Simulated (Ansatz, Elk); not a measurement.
# How far do independent atoms describe Tl3Fe?

Structure refinements treat a crystal as free atoms side by side. For a made-up structure of Tl3Fe (cell and positions from a PBE relaxation) the runs below show what the calculated density changes in F(hkl).

Calculated with Elk 11.2.3 (patched build); DFT, PBE, all-electron APW+lo, Dirac cores, scalar-relativistic bands, static density, ferromagnetic start.

The structure was built from a prototype and need not be the compound's stable phase.

## (1) The starting structure

Symmetry: I4/mmm, No. 139, tetragonal system. Conventional cell: a = 4.530 Å, b = 4.530 Å, c = 9.772 Å, α = 90.00°, β = 90.00°, γ = 90.00°. Tl has 8 Tl at 3.20 to 3.33 Å and 4 Fe at 3.33 Å nearest. Tl has 4 Fe at 3.20 Å and 8 Tl at 3.33 Å nearest. Nearest to Fe lie 12 Tl at 3.20 to 3.33 Å. Farther neighbours are not listed.

## (2) Ground state and structure factors

An all-electron density is needed, since X-rays see the cores too. Task 0 finds the density and task 195 Fourier-transforms it; tshift is off so that phases refer to the origin typed.

elk.in

```
tasks
  0
  195
  196

xctype
  20

spinpol
  .true.

rgkmax
  7.0

gmaxvr
  14.0

lmaxo
  7

lmaxapw
  8

swidth
  0.002

tshift
  .false.

ramdisk
  .false.

hmaxvr
  5.5

maxscl
  120

epspot
  1e-06

reducebf
  0.8

sppath
  './'

avec
  -4.27999244555 4.27999244555 9.23290413069
  4.27999244555 -4.27999244555 9.23290413069
  4.27999244555 4.27999244555 -9.23290413069

atoms
  2
  'Tl.in'
  3
  0.2500000000 0.7500000000 0.5000000000   0.000000 0.000000 0.000000
  0.7500000000 0.2500000000 0.5000000000   0.000000 0.000000 0.000000
  0.5000000000 0.5000000000 -0.0000000000   0.000000 0.000000 0.000000
  'Fe.in'
  1
  -0.0000000000 -0.0000000000 -0.0000000000   0.000000 0.000000 -0.155000

ngridk
  6 6 6
```

Started as:

```
$ OMP_NUM_THREADS=4 elk
```

Numbers of over 12 decimals in the logs are rounded to 6 here.

Log:

```text
┌─────────────────────────┐
│ Elk code version 11.2.3 │
└─────────────────────────┘

All units are atomic (Hartree, Bohr, etc.)

┌─────────────────────────────────────────────────┐
│ Ground-state run starting from atomic densities │
└─────────────────────────────────────────────────┘

Lattice vectors :
  -4.279992446       4.279992446       9.232904131
   4.279992446      -4.279992446       9.232904131
   4.279992446       4.279992446      -9.232904131

Reciprocal lattice vectors :
 -0.3173550599E-17  0.7340182707      0.3402605084
  0.7340182707     -0.3173550599E-17  0.3402605084
  0.7340182707      0.7340182707     -0.3753355898E-17

Unit cell volume      :    676.5257359
Brillouin zone volume :   0.3666530337

Muffin-tin inner radius fraction :   0.1000000000E-01

Nuclei treated as point charges

Species : 1 (Tl)
 parameters loaded from : Tl.in
 name : thallium
 nuclear charge    :   -81.00000000
 electronic charge :    81.00000000
 atomic mass :    372567.9643
 muffin-tin radius :    2.800000000
 number of radial points in muffin-tin :   1393
 inner part over the whole radius :   0.9893942913E-02
 number on inner part of muffin-tin    :   1000
 approximate nuclear radius :   0.1043008296E-03
 number of mesh points to nuclear radius :    525
 atomic positions (lattice), magnetic fields (Cartesian) :
  1 :   0.25000000 -0.25000000  0.50000000    0.00000000  0.00000000  0.00000000
  2 :  -0.25000000  0.25000000  0.50000000    0.00000000  0.00000000  0.00000000
  3 :   0.50000000  0.50000000  0.00000000    0.00000000  0.00000000  0.00000000

Species : 2 (Fe)
 parameters loaded from : Fe.in
 name : iron
 nuclear charge    :   -26.00000000
 electronic charge :    26.00000000
 atomic mass :    101799.2075
 muffin-tin radius :    2.400000000
 number of radial points in muffin-tin :    993
 inner part over the whole radius :   0.9896234358E-02
 number on inner part of muffin-tin    :    700
 approximate nuclear radius :   0.7160107270E-04
 number of mesh points to nuclear radius :    332
 atomic positions (lattice), magnetic fields (Cartesian) :
  1 :   0.00000000  0.00000000  0.00000000    0.00000000  0.00000000 -0.15500000

Total number of atoms per unit cell :    4
Total muffin-tin volume :    333.7628035
 ratio of muffin-tin to unit cell volume :   0.4933482731

Spin treatment :
 spin-polarised
 global magnetic field (Cartesian) :    0.000000000       0.000000000       0.000000000
 collinear magnetisation in z-direction

Number of Bravais lattice symmetries :   16
Number of crystal symmetries         :   16
Crystal has inversion symmetry
Real symmetric eigensolver will be used

k-point grid :      6     6     6
k-point offset :    0.000000000       0.000000000       0.000000000
k-point set is reduced with full crystal symmetry group
Total number of k-points :       30

Muffin-tin radius times maximum |G+k| :    7.000000000
 using average radius
Maximum |G+k| for APW functions       :    2.592592593
Maximum (1/2)|G+k|²                   :    3.360768176
Maximum |G| for potential and density :    14.00000000
Constant for pseudocharge density :   10
 order of it for each species :   17  17
 order of it for pair densities of each species (exact exchange by exxq0 0: 18) :   10   6
Radial integration step length :    1

G-vector grid sizes :     50    50    50
Number of G-vectors :    31409

Maximum angular momentum used for
 APW functions            :    8
 outer part of muffin-tin :    7
 inner part of muffin-tin :    2

Total nuclear charge    :   -269.0000000
Total core charge       :    196.0000000
Total valence charge    :    73.00000000
Total excess charge     :    0.000000000
Total electronic charge :    269.0000000

Effective Wigner radius, rₛ :   0.8436218334

Number of empty states         :     48
Total number of valence states :    170
Total number of core states    :    196

Third-order local-orbitals added for an l without core states : T
Total number of local-orbitals :     74

[...]
atom 2                    :  -0.3208321856E-02
[...]
species : 2 (Fe)
[...]
total in muffin-tins        :    1.336907013
 total moment                :    1.214080779

RMS change in Kohn-Sham potential (target) :    2.212514722     (  0.1000000000E-05)
Absolute change in total energy (target)   :   0.3252162153     (  0.1000000000E-03)

[... loops 3 to 24 left out ...]

┌──────────────────┐
│ Loop number : 25 │
└──────────────────┘

Energies :
 Fermi                       :     0.203556
 sum of occupied eigenvalues :     -38320.870450613
 electron kinetic            :      71835.151292568
 core electron kinetic       :      71003.938751902
 Coulomb                     :     -132771.67420188
 Coulomb potential           :     -108583.57164223
 nuclear-nuclear             :     -5017.0603429532
 electron-nuclear            :     -147023.58189339
 Hartree                     :      19268.968034466
 Madelung                    :     -78479.888380767
 xc potential                :     -1572.2646747030
 xc effective B-field        :    -0.185416
 external B-field            :      0.000000
 exchange                    :     -1185.7383095641
 correlation                 :     -16.136954476177
 electron entropic           :    -0.12505342460617E-02
 total energy                :     -62138.399423887
 (external B-field energy excluded from total)

Density of states at Fermi energy :    92.26152291
 (states/Hartree/unit cell)

Estimated indirect band gap :   0.7634037322E-03
 from k-point 4 to k-point 27
Estimated direct band gap   :   0.2128893206E-02
 at k-point 28

Charges :
 core                        :    196.0000000
 valence                     :    73.00000000
 interstitial                :    5.541677623
 muffin-tins (core leakage)
  species : 1 (Tl)
[...]
species : 2 (Fe)
[...]
total in muffin-tins        :    263.4583224
 total calculated charge     :    268.9995758
 total charge                :    269.0000000
 error                       :   0.4242049208E-03

Moments :
 interstitial                :   0.4566112254E-02
 muffin-tins
  species : 1 (Tl)
[...]
species : 2 (Fe)
[...]
total in muffin-tins        :    3.058980823
 total moment                :    3.063546936

RMS change in Kohn-Sham potential (target) :   0.7286644290E-06 (  0.1000000000E-05)
Absolute change in total energy (target)   :   0.3866269253E-05 (  0.1000000000E-03)

Convergence targets achieved

┌──────────────────┐
│ Loop number : 26 │
└──────────────────┘

Energies :
 Fermi                       :     0.203556
 sum of occupied eigenvalues :     -38320.870452818
 electron kinetic            :      71835.151281149
 core electron kinetic       :      71003.938723057
 Coulomb                     :     -132771.67420263
 Coulomb potential           :     -108583.57164590
 nuclear-nuclear             :     -5017.0603429532
 electron-nuclear            :     -147023.58189306
 Hartree                     :      19268.968033385
 Madelung                    :     -78479.888379678
 xc potential                :     -1572.2646575391
 xc effective B-field        :    -0.185415
 external B-field            :      0.000000
 exchange                    :     -1185.7383096631
 correlation                 :     -16.136954514728
 electron entropic           :    -0.12505336229900E-02
 total energy                :     -62138.399436188
 (external B-field energy excluded from total)

Density of states at Fermi energy :    92.26148080
 (states/Hartree/unit cell)

Estimated indirect band gap :   0.7631356822E-03
 from k-point 4 to k-point 27
Estimated direct band gap   :   0.2128964971E-02
 at k-point 28

Charges :
 core                        :    196.0000000
 valence                     :    73.00000000
 interstitial                :    5.541676730
 muffin-tins (core leakage)
  species : 1 (Tl)
[...]
atom 2                    :    79.64037584     (  0.3665928629E-04)
   atom 3                    :    79.62476085     (  0.3661226113E-04)
  species : 2 (Fe)
   atom 1                    :    24.55281075     ( -0.2258118599E-06)
 total in muffin-tins        :    263.4583233
 total calculated charge     :    268.9995758
 total charge                :    269.0000000
 error                       :   0.4242051511E-03

Moments :
 interstitial                :   0.4564674998E-02
 muffin-tins
  species : 1 (Tl)
[...]
atom 2                    :  -0.1997748536E-01
   atom 3                    :  -0.1400455454E-01
  species : 2 (Fe)
   atom 1                    :    3.112930764
 total in muffin-tins        :    3.058971239
 total moment                :    3.063535914

┌──────────────────────────────┐
│ Self-consistent loop stopped │
└──────────────────────────────┘

Wrote STATE.OUT
```

Elapsed: 4.9 min, on 4 threads of Arm Neoverse V2, shared host; peak memory 0.58 GiB.

SFACRHO.OUT:

```text

h k l indices transformed by vhmat matrix:
   1.000000000       0.000000000       0.000000000    
   0.000000000       1.000000000       0.000000000    
   0.000000000       0.000000000       1.000000000    

      h      k      l  multipl.   |H|            Re(F)            Im(F)           |F|

      0      0      0      1   0.0000000       269.00000      0.96020789E-16   269.00000    
     -1     -1      1      2  0.68052102      -52.843094      0.36721135E-13   52.843094    
      0     -1      1      8  0.80904885      -52.088079     -0.90987618E-14   52.088079    
      0      0      1      4   1.0380586      -50.682247      0.14911981E-13   50.682247    
     -1     -1      2      8   1.2412391       230.00268     -0.17005540E-13   230.00268    
     -2     -1      1      8   1.2572898      -49.257537     -0.25557546E-13   49.257537    
      2      2     -2      2   1.3610420       224.84484     -0.65270417E-17   224.84484    
      1     -1      1      4   1.4680365       220.37853     -0.17655397E-13   220.37853    
      0     -2      2      8   1.6180977      -46.710739      0.48023413E-13   46.710739    
     -1      0     -1     16   1.6762134      -46.296154     -0.79802999E-14   46.296154    
     -3     -1      2      8   1.7117246      -46.059559      0.91449766E-13   46.059559    
     -2     -3      3      8   1.8528932      -45.145708     -0.38400215E-13   45.145708    
     -3      0      2     16   1.9328500      -44.577641     -0.22678833E-13   44.577641    
     -3     -1      3      8   2.0018908       199.24524     -0.68904428E-13   199.24524    
      3      3     -3      2   2.0415631      -43.961531     -0.88907138E-13   43.961531    
      0      0      2      4   2.0761172       196.49680     -0.33508822E-13   196.49680    
      1     -3      1      8   2.1848047      -42.958517      0.81164952E-13   42.958517    
     -1      2      1      8   2.2281882      -42.776693      0.71838461E-14   42.776693
```

Elk indexes on the primitive cell of elk.in and gives |H| = 4π sin θ/λ in inverse bohr. Below, one row stands for each form hkl of the conventional cell (m members, Friedel mates merged), F is for one primitive cell and the density is static (no thermal factor). Free-atom factors are Waasmaier and Kirfel's, and R is Σm||F|−|F'||/Σm|F|.

```csv
hkl,m,sin θ/λ (Å⁻¹),"abs F, DFT",neutral atoms,diff.
002,2,0.102,52.843,53.010,-0.167
101,8,0.122,52.088,52.280,-0.192
110,4,0.156,50.682,50.815,-0.133
112,8,0.187,230.003,230.287,-0.284
103,8,0.189,49.258,49.298,-0.041
004,2,0.205,224.845,225.247,-0.402
200,4,0.221,220.379,220.778,-0.399
202,8,0.243,46.711,46.754,-0.044
211,16,0.252,46.296,46.352,-0.056
114,8,0.257,46.060,46.108,-0.049
105,8,0.279,45.146,45.155,-0.010
213,16,0.291,44.578,44.628,-0.050
204,8,0.301,199.245,199.375,-0.130
006,2,0.307,43.962,43.925,+0.037
```

## (3) The magnetisation density

The same run holds the spin density, and task 196 transforms it. The order is that of the start, and no other was tried.

SFACMAG_1.OUT:

```text

h k l indices transformed by vhmat matrix:
   1.000000000       0.000000000       0.000000000    
   0.000000000       1.000000000       0.000000000    
   0.000000000       0.000000000       1.000000000    

      h      k      l  multipl.   |H|            Re(F)            Im(F)           |F|

      0      0      0      1   0.0000000       3.0635360      0.64502603E-17   3.0635360    
     -1     -1      1      2  0.68052102       2.8826381     -0.17573478E-16   2.8826381    
      0     -1      1      8  0.80904885       2.7386443      0.16910334E-17   2.7386443    
      0      0      1      4   1.0380586       2.5133499      0.93133155E-18   2.5133499    
     -1     -1      2      8   1.2412391       2.2638481     -0.18130141E-16   2.2638481    
     -2     -1      1      8   1.2572898       2.2777453      0.86734578E-17   2.2777453    
      2      2     -2      2   1.3610420       2.1672045      0.91878201E-17   2.1672045    
      1     -1      1      4   1.4680365       1.9978461      0.53963592E-17   1.9978461    
      0     -2      2      8   1.6180977       1.7768480      0.14761246E-19   1.7768480    
     -1      0     -1     16   1.6762134       1.6883591     -0.77488718E-17   1.6883591    
     -3     -1      2      8   1.7117246       1.6571993      0.19649130E-17   1.6571993    
     -2     -3      3      8   1.8528932       1.5468843     -0.66167613E-18   1.5468843    
     -3      0      2     16   1.9328500       1.4115669      0.39813417E-17   1.4115669    
     -3     -1      3      8   2.0018908       1.3664008      0.15225926E-16   1.3664008    
      3      3     -3      2   2.0415631       1.3965230     -0.18125265E-16   1.3965230    
      0      0      2      4   2.0761172       1.2636509      0.50099770E-17   1.2636509
```

The total moment is 3.06 μB a cell; sphere moments: Tl1 -0.02, Tl2 -0.02, Tl3 -0.01, Fe4 +3.11 μB. Polarised neutrons measure spin and orbital magnetisation together; without spin-orbit coupling the run gives the spin part. With nearly all of the moment on one atom, abs F_M/F_M(0) is close to a form factor, set here beside ⟨j0⟩ of the free Fe2+ ion, taken for comparison since the valence isn't defined:

```csv
hkl,sin θ/λ (Å⁻¹),abs F_M (μB),F_M/F_M(0),⟨j0⟩
002,0.102,2.883,0.941,0.900
101,0.122,2.739,0.894,0.863
110,0.156,2.513,0.820,0.788
112,0.187,2.264,0.739,0.715
103,0.189,2.278,0.743,0.710
004,0.205,2.167,0.707,0.672
200,0.221,1.998,0.652,0.633
202,0.243,1.777,0.580,0.579
211,0.252,1.688,0.551,0.558
114,0.257,1.657,0.541,0.545
105,0.279,1.547,0.505,0.497
213,0.291,1.412,0.461,0.471
204,0.301,1.366,0.446,0.449
006,0.307,1.397,0.456,0.436
```

## (4) The highest occupied states alone

An energy window below the Fermi level keeps the highest occupied states, to see at which angles they scatter; shallow core shells can lie inside it and anion s states outside. No new self-consistency is needed.

Changes to elk.in since step 2:

```diff
@@ -1,5 +1,3 @@
 tasks
-  0
   195
-  196
 
@@ -44,2 +42,5 @@
 
+wsfac
+  -0.237440 0.503560
+
 sppath
```

Started as:

```
$ OMP_NUM_THREADS=4 elk
```

Log:

```text
┌─────────────────────────────────┐
│ Elk code version 11.2.3 started │
└─────────────────────────────────┘

Info(readinput): the functional depends on the density's gradient
 muffin-tin radial points multiplied by    2.00000
 (not where nrmtscf is given)

┌────────────────────┐
│ Current task : 195 │
└────────────────────┘

Info(sfacrho): density structure factors written to SFACRHO.OUT

 Energy window :  -0.2374400000      0.5035600000

┌──────────────────┐
│ Elk code stopped │
└──────────────────┘
```

Run time: 12 s. Hardware: 4 threads; peak memory 0.34 GiB.

States within 12 eV below the Fermi level hold 47.00 electrons; any levels below the window count with the cores. Their amplitudes can exceed the total, where window and core parts have opposite phase:

```csv
hkl,sin θ/λ (Å⁻¹),"abs F, window","abs F, all"
002,0.102,3.551,52.843
101,0.122,3.082,52.088
110,0.156,2.293,50.682
112,0.187,21.637,230.003
103,0.189,1.579,49.258
004,0.205,18.985,224.845
200,0.221,16.881,220.379
202,0.243,0.419,46.711
211,0.252,0.249,46.296
114,0.257,0.166,46.060
```

(Part 1 of 2 ends here.)

[Logs are printed without paths, hosts, clocks, repeated set-up lines and the standing remarks that a program may print on its own settings, such as how far it seeks lower states.]

[Hosts, paths, dates, database ids (printed as entryN), source tags and the programs' standing remarks are cut or masked in the printed files.]
